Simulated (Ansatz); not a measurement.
## Elastic response of rapidly quenched Cu37Al22Si42 (at. %) (79 atoms)

How stiff is rapidly quenched Cu37Al22Si42 (at. %) (79 atoms)?

Calculated with Ansatz 0.2.0; Kohn-Sham DFT, PBE, PAW (set soft_1), plane waves; PAW set soft_1.

## Step 1: The starting structure

The cell holds 79 atoms: 29 Cu, 17 Al and 33 Si. Cell: a = 10.866 Å, b = 10.866 Å, c = 10.866 Å, α = 90.0°, β = 90.0°, γ = 90.0°. 79 atoms (29 Cu, 17 Al, 33 Si) placed at random at 4.03 g/cm³, melted at 2000 K for 10 ps at fixed volume with the MEAM Al-Si-Mg-Cu-Fe potential (Jelinek et al., Phys. Rev. B 85, 245102 (2012)). Quenched from 1600 K to 300 K at 50 K/ps and zero pressure, held 5 ps, then minimised at fixed cell.

What the set-up can't give: The quench rate of 50 K/ps is many orders above laboratory rates, so the cell is likely richer in defects and strain than a real sample. The network of bonds at the start is that of the classical potential that made the cell, and needn't be the one that DFT or experiment would give. Sampling is at Γ alone.

## Step 2: Single point at the start

A single point comes first, to see the forces before anything moves.

Input file input.yaml:

```yaml
crystal:
  lattice:
    - [10.86632, 0.0, 0.0]
    - [0.0, 10.86632, 0.0]
    - [0.0, 0.0, 10.86632]
  atoms:
    - { symbol: Cu, position: [0.47875, 0.6981, 0.60664] }
    - { symbol: Cu, position: [0.58969, 0.01198, 0.62821] }
    - { symbol: Cu, position: [0.15344, 0.57794, 0.56618] }
    - { symbol: Cu, position: [0.57602, 0.22591, 0.88556] }
    - { symbol: Cu, position: [0.42804, 0.40341, 0.8387] }
    - { symbol: Cu, position: [0.89673, 0.33915, 0.8636] }
    - { symbol: Cu, position: [0.25506, 0.77021, 0.63918] }
    - { symbol: Cu, position: [0.24631, 0.086, 0.67107] }
    - { symbol: Cu, position: [0.04078, 0.17344, 0.76053] }
    - { symbol: Cu, position: [0.43825, 0.88511, 0.23725] }
    - { symbol: Cu, position: [0.4745, 0.28346, 0.16553] }
    - { symbol: Cu, position: [0.31355, 0.30368, 0.44649] }
    - { symbol: Cu, position: [0.01753, 0.41714, 0.47836] }
    - { symbol: Cu, position: [0.04112, 0.96941, 0.2978] }
    - { symbol: Cu, position: [0.97487, 0.1553, 0.41616] }
    - { symbol: Cu, position: [0.7155, 0.89378, 0.89358] }
    - { symbol: Cu, position: [0.89628, 0.2651, 0.24206] }
    - { symbol: Cu, position: [0.59943, 0.52589, 0.50192] }
    - { symbol: Cu, position: [0.17445, 0.72403, 0.31662] }
    - { symbol: Cu, position: [0.1748, 0.55535, 0.90206] }
    - { symbol: Cu, position: [0.68197, 0.85828, 0.26679] }
    - { symbol: Cu, position: [0.01747, 0.99161, 0.92362] }
    - { symbol: Cu, position: [0.14205, 0.32323, 0.0106] }
    - { symbol: Cu, position: [0.64549, 0.68143, 0.88414] }
    - { symbol: Cu, position: [0.2678, 0.31862, 0.22347] }
    - { symbol: Cu, position: [0.53112, 0.51767, 0.12752] }
    - { symbol: Cu, position: [0.08325, 0.43472, 0.22367] }
    - { symbol: Cu, position: [0.39373, 0.10341, 0.50286] }
    - { symbol: Cu, position: [0.35948, 0.89096, 0.99418] }
    - { symbol: Al, position: [0.04755, 0.81122, 0.49531] }
    - { symbol: Al, position: [0.88262, 0.62403, 0.5426] }
    - { symbol: Al, position: [0.81828, 0.95821, 0.45159] }
    - { symbol: Al, position: [0.83168, 0.97891, 0.10079] }
    - { symbol: Al, position: [0.66501, 0.43928, 0.9376] }
    - { symbol: Al, position: [0.87123, 0.52553, 0.30672] }
    - { symbol: Al, position: [0.91164, 0.77031, 0.26601] }
    - { symbol: Al, position: [0.73615, 0.64288, 0.12342] }
    - { symbol: Al, position: [0.80179, 0.10949, 0.84842] }
    - { symbol: Al, position: [0.69671, 0.21054, 0.09087] }
    - { symbol: Al, position: [0.72667, 0.21167, 0.46294] }
    - { symbol: Al, position: [0.84622, 0.87263, 0.69595] }
    - { symbol: Al, position: [0.90923, 0.76196, 0.97322] }
    - { symbol: Al, position: [0.95427, 0.51284, 0.03247] }
    - { symbol: Al, position: [0.71261, 0.3112, 0.69276] }
    - { symbol: Al, position: [0.0411, 0.70554, 0.75102] }
    - { symbol: Al, position: [0.8443, 0.56877, 0.79884] }
    - { symbol: Si, position: [0.24577, 0.26272, 0.81562] }
    - { symbol: Si, position: [0.22051, 0.90953, 0.17766] }
    - { symbol: Si, position: [0.44335, 0.10156, 0.01325] }
    - { symbol: Si, position: [0.12503, 0.15069, 0.22264] }
    - { symbol: Si, position: [0.45415, 0.12422, 0.74909] }
    - { symbol: Si, position: [0.77116, 0.07758, 0.63498] }
    - { symbol: Si, position: [0.95509, 0.20477, 0.04835] }
    - { symbol: Si, position: [0.15933, 0.80871, 0.95948] }
    - { symbol: Si, position: [0.6707, 0.75195, 0.50131] }
    - { symbol: Si, position: [0.1276, 0.23389, 0.54981] }
    - { symbol: Si, position: [0.38825, 0.65332, 0.23638] }
    - { symbol: Si, position: [0.36289, 0.09333, 0.27514] }
    - { symbol: Si, position: [0.34548, 0.62507, 0.78896] }
    - { symbol: Si, position: [0.47105, 0.44786, 0.33956] }
    - { symbol: Si, position: [0.50893, 0.29817, 0.55431] }
    - { symbol: Si, position: [0.30923, 0.42437, 0.63781] }
    - { symbol: Si, position: [0.21324, 0.99471, 0.45085] }
    - { symbol: Si, position: [0.54948, 0.95946, 0.42706] }
    - { symbol: Si, position: [0.45949, 0.69825, 0.99168] }
    - { symbol: Si, position: [0.36654, 0.80044, 0.44142] }
    - { symbol: Si, position: [0.08926, 0.94555, 0.71012] }
    - { symbol: Si, position: [0.34247, 0.44571, 0.03894] }
    - { symbol: Si, position: [0.18328, 0.61996, 0.12386] }
    - { symbol: Si, position: [0.57463, 0.83793, 0.73023] }
    - { symbol: Si, position: [0.19841, 0.08891, 0.00432] }
    - { symbol: Si, position: [0.78387, 0.42354, 0.49979] }
    - { symbol: Si, position: [0.76854, 0.10728, 0.27618] }
    - { symbol: Si, position: [0.06631, 0.41551, 0.71279] }
    - { symbol: Si, position: [0.35384, 0.898, 0.7913] }
    - { symbol: Si, position: [0.57815, 0.53499, 0.72016] }
    - { symbol: Si, position: [0.77219, 0.39692, 0.15934] }
    - { symbol: Si, position: [0.58373, 0.90749, 0.06392] }
    - { symbol: Si, position: [0.2338, 0.50398, 0.37647] }
kpoints:
  mp_grid: { grid: [1, 1, 1] }
hamiltonian:
  xc: pbe
  pseudopotentials: { kind: paw, azcp: { folder: soft_1 } }
scf:
  occupations: { method: gaussian, width: 0.025 }
output:
  forces: true
```

Launch:

```console
$ ansatz run input.yaml --threads 4 --pin off --max-ram 8192MiB --backend cpu --events-out ev --progress --plain --runs-dir out
```

What it wrote:

```text
Engine: ansatz 0.2.0, aarch64-unknown-linux-gnu
Pseudopotentials: kind: paw
Pseudopotential: Cu, paw, valence charge 19, recommended cutoff 420 eV (normal), soft_1/Cu.paw.azcp
Pseudopotential: Al, paw, valence charge 3, recommended cutoff 420 eV (normal), soft_1/Al.paw.azcp
Pseudopotential: Si, paw, valence charge 4, recommended cutoff 420 eV (normal), soft_1/Si.paw.azcp
[... 5 lines on functional and potentials left out ...]
Crystal: 79 atoms, lattice volume = 1283.061 Å³
Basis set: ecut = 420 eV, 25173 PW (Γ), exchange–correlation on 150×150×150 points (8 copies of the dense FFT grid, shifted against one another)
Bands: 446, of which v1, the nominal top of the filled ones, is band 367 counted from 1 (366 counted from 0)
Symmetry: 1 space group operations
Space group: P1 (ITA 1), of the structure as read, at distance tolerance 1.1e-4 Å
k-points: 1
[... 7 lines on functional and potentials left out ...]
Initial density: superposition of atomic densities (chi_scale 0.1, normalization cell, long waves kept (reshape's long-wave potential 0.40 eV rms))
Initial wavefunctions: pseudopotential atomic-orbital guess
Functional: x = pbe(κ = 0.804, μ = 0.219515), c = pbe(β = 0.066725)
SCF iter   1: F=—  HF=-222309.177416 eV  |F-HF|=—  |Δ(HF+E_count)|=         —  Δρ=3.17e-1  dr2=1.34e3  ethr=3.10e-3  ⟨swp⟩=6.0  Hψ=1754  notcnv=0  defer=15
preconditioner: auto → Kerker (q_TF=auto, 2.486 Å⁻¹)  [metal: Δε(μ)=0.010 eV  Ē_g=5.413 eV  σ=0.025 eV  W_gap=0.21  n_scr=340 (ndim 8)  ℏωp=23.2 eV  f_vac=0.000  D(μ)=87.76/eV (n_scr^D=948)]
SCF iter   2: F=—  HF=-222246.839299 eV  |F-HF|=—  |Δ(HF+E_count)|=    6.23e1  Δρ=1.24e-1  dr2=3.04e2  ethr=3.10e-3  ⟨swp⟩=2.0  Hψ=891  notcnv=0  defer=68
SCF iter   3: F=—  HF=-222230.618475 eV  |F-HF|=—  |Δ(HF+E_count)|=    1.62e1  Δρ=6.48e-2  dr2=7.74e1  ethr=3.10e-3  ⟨swp⟩=4.0  Hψ=892  notcnv=0  defer=67
SCF iter   4: F=—  HF=-222225.045329 eV  |F-HF|=—  |Δ(HF+E_count)|=    5.57e0  Δρ=2.95e-2  dr2=1.98e1  ethr=3.10e-3  ⟨swp⟩=3.0  Hψ=595  notcnv=0  defer=67
SCF iter   5: F=—  HF=-222223.652350 eV  |F-HF|=—  |Δ(HF+E_count)|=    1.39e0  Δρ=1.14e-2  dr2=4.17e0  ethr=2.70e-3  ⟨swp⟩=2.0  Hψ=522  notcnv=0  defer=67
SCF iter   6: F=—  HF=-222223.073929 eV  |F-HF|=—  |Δ(HF+E_count)|=   5.78e-1  Δρ=4.58e-3  dr2=1.93e-1  ethr=5.68e-4  ⟨swp⟩=4.0  Hψ=610  notcnv=0  defer=67
SCF iter   7: F=—  HF=-222223.087615 eV  |F-HF|=—  |Δ(HF+E_count)|=   1.37e-2  Δρ=2.79e-3  dr2=1.25e-1  ethr=2.62e-5  ⟨swp⟩=2.0  Hψ=881  notcnv=0  defer=67
SCF iter   8: F=—  HF=-222223.073131 eV  |F-HF|=—  |Δ(HF+E_count)|=   1.45e-2  Δρ=1.54e-3  dr2=4.49e-2  ethr=1.70e-5  ⟨swp⟩=2.0  Hψ=739  notcnv=0  defer=47
automatic band count: iteration 8 solves 426 bands in place of 446: the levels show a gap, and the empty bands left out lie too high to hold charge; the band table lists the bands solved (type scf.n_extra_bands for more)
SCF iter   9: F=—  HF=-222223.067483 eV  |F-HF|=—  |Δ(HF+E_count)|=   5.65e-3  Δρ=6.58e-4  dr2=7.50e-3  ethr=6.12e-6  ⟨swp⟩=2.0  Hψ=560  notcnv=0  defer=47
SCF iter  10: F=—  HF=-222223.067103 eV  |F-HF|=—  |Δ(HF+E_count)|=   3.80e-4  Δρ=2.24e-4  dr2=8.27e-4  ethr=1.02e-6  ⟨swp⟩=2.0  Hψ=570  notcnv=0  defer=47
SCF iter  11: F=—  HF=-222223.067089 eV  |F-HF|=—  |Δ(HF+E_count)|=   1.45e-5  Δρ=2.44e-4  dr2=4.83e-4  ethr=1.13e-7  ⟨swp⟩=2.0  Hψ=744  notcnv=0  defer=47
SCF iter  12: F=—  HF=-222223.066986 eV  |F-HF|=—  |Δ(HF+E_count)|=   1.03e-4  Δρ=4.32e-5  dr2=3.61e-5  ethr=6.58e-8  ⟨swp⟩=2.0  Hψ=742  notcnv=0  defer=47
SCF iter  13: F=—  HF=-222223.065973 eV  |F-HF|=—  |Δ(HF+E_count)|=   1.01e-3  Δρ=2.57e-5  dr2=1.04e-5  ethr=4.92e-9  ⟨swp⟩=2.0  Hψ=623  notcnv=0  defer=47
SCF iter  14: F=—  HF=-222223.065973 eV  |F-HF|=—  |Δ(HF+E_count)|=   4.98e-7  Δρ=1.40e-5  dr2=3.25e-6  ethr=1.42e-9  ⟨swp⟩=2.0  Hψ=740  notcnv=0  defer=47
SCF iter  15: F=—  HF=-222223.065973 eV  |F-HF|=—  |Δ(HF+E_count)|=   2.23e-7  Δρ=7.74e-6  dr2=1.09e-6  ethr=4.42e-10  ⟨swp⟩=2.0  Hψ=745  notcnv=0  defer=47
SCF iter  16: F=—  HF=-222223.065973 eV  |F-HF|=—  |Δ(HF+E_count)|=   1.58e-8  Δρ=3.30e-6  dr2=1.54e-7  ethr=1.48e-10  ⟨swp⟩=2.0  Hψ=670  notcnv=0  defer=47
SCF iter  17: F=-222223.065973 eV  HF=-222223.065973 eV  |F-HF|=3.91e-8  |Δ(HF+E_count)|=   1.91e-8  Δρ=1.88e-6  dr2=5.25e-8  ethr=1.36e-11  ⟨swp⟩=3.0  Hψ=1164  notcnv=0
SCF 1 converged in 17 iterations: F = -222223.065973 eV  dr2 = 5.25e-8
  greatest PAW one-centre occupation: 1.000 electrons in one spin orbital (limit 2), on the Cu atom at site 8 (counted from 0), in its partial waves of l = 0
SCF converged after 17 iterations
Free energy (F): -222223.065973 eV
Harris-Foulkes:  -222223.065973 eV  (|F-HF|=3.91e-8)
Internal energy: -222223.042842 eV  (E = F + TS)
E sigma→0 (E₀):  -222223.054407 eV
Entropy (-TS):   -0.023130 eV (-0.293 meV/atom)
Fermi energy:    9.801893 eV
--- Per-component energies (eV) ---
  E_band       = -13867.640776
  E_kinetic    = 9257.989140
  E_local      = -200135.272728  (includes V_loc(G=0)·N_el)
  E_nonlocal   = 26676.555906
  E_hartree    = 88262.837875
  E_xc         = -4482.941997
  E_vxc        = -4625.419442  (∫ρ·V_xc dr)
  E_paw        = -77460.379989  (= ΣΔE_a)
  E_vpaw       = -21567.225432  (= ΣTr[D̂ρ^β])
  E_aug_tail   = 0.030326  (compensation charges beyond the density's cutoff)
  E_ewald      = -64341.861375
  E_smearing   = -0.023130  (= −TS)
  E_closure    = 0.000000  (closes the sum)
  Σ components = -222223.065973   (vs F -222223.065973, Δ=0.00e0)
--- Forces (eV/Å), atoms counted from 1 ---
  atom   1  Cu    -0.38031385    -0.40534770    -0.71238410
  atom   2  Cu    -1.96307840     0.27266546    -0.84843003
  atom   3  Cu    -0.16759447     0.21496992     0.16240900
  atom   4  Cu     0.51549452     0.17044780     0.61785421
  atom   5  Cu    -0.16680242     0.01373665    -0.52357067
  atom   6  Cu     0.25423500     0.14575125    -0.05805858
  atom   7  Cu    -0.10315984     0.29449577     0.14062926
  atom   8  Cu    -0.08524850     0.06828734     0.48363522
  atom   9  Cu    -0.14627534    -0.03513253    -0.24184784
  atom  10  Cu     0.17935866    -0.18969454     0.07603559
  atom  11  Cu     0.46126811    -0.23034013    -0.24030854
  atom  12  Cu     0.09196995     0.49636438     0.05111025
  atom  13  Cu    -0.29220898    -0.43672312    -0.32939455
  atom  14  Cu    -0.11656102    -0.73275499     0.49635998
[...]
atom  78  Si    -0.45684879    -0.24982028    -0.22688794
  atom  79  Si    -0.12013016     0.02468407    -0.38034515
  max |Σ_I F_I| component: 3.61e-5 eV/Å
```

Run time: 29 s. Hardware: 4 threads of Arm Neoverse V1, shared host; peak memory 1.8 GiB.

Reading the cycles: dr2 is the Hartree energy of the density residual (eV), the measure of convergence; HF is the Harris–Foulkes estimate of the energy, which meets the free energy F at convergence.

The r.m.s. force at the start is 0.51 eV/Å.

[end of part 1 of 4]

[Long decimals in the printed logs are rounded to 6 places.]

[Logs are printed without paths, hosts, clocks, repeated set-up lines and the standing remarks that a program may print on its own settings, such as how far it seeks lower states.]

[Hosts, paths, dates, database ids (printed as entryN), source tags and the programs' standing remarks are cut or masked in the printed files.]
